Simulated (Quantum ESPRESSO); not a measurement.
# Voltage at the next charge: Y(0001), 4 layers, one monolayer of Li on fcc sites against an electrode

**Set-up.** Quantum ESPRESSO 7.5, PBE, GBRV ultrasoft; ESM with bc3, a metal electrode 5.89 Å above the top atoms; cell area 11.538 Å²; ions fixed. V is the potential energy of an electron at the electrode over the slab's Fermi level, divided by e, so that it equals the work function at zero charge; positive charge removes electrons.

```
charge (e a cell)  V (V)
                0  2.647
           0.0173  3.754
           0.0346  4.906
```

To predict: What is V at a charge of 0.0692 e, and what capacitance do the rows imply?

**Fit.** The last two rows give dV/dq = (4.906 − 3.754)/(0.0346 − 0.0173) = 66.6 V/e, so C = 1602/(11.538 × 66.6) = 2.09 µF/cm², an effective gap of 8.854/2.09 = 4.25 Å. At constant C, V = 4.906 + 66.6 × 0.0346 = 7.21 V.

What the calculation gave: V = 7.313 V; the estimate misses by −0.10 V, 4.3 % of the step. Over the three intervals C goes 2.17, 2.09 and 2.00 µF/cm²: it falls as electrons leave, the surface charge drawing back towards the atoms.

**Limits.** Vacuum fills the gap; a dielectric or electrolyte would change C. The slab is thin.

[Logs are printed without paths, hosts, clocks, repeated set-up lines and the standing remarks that a program may print on its own settings, such as how far it seeks lower states.]
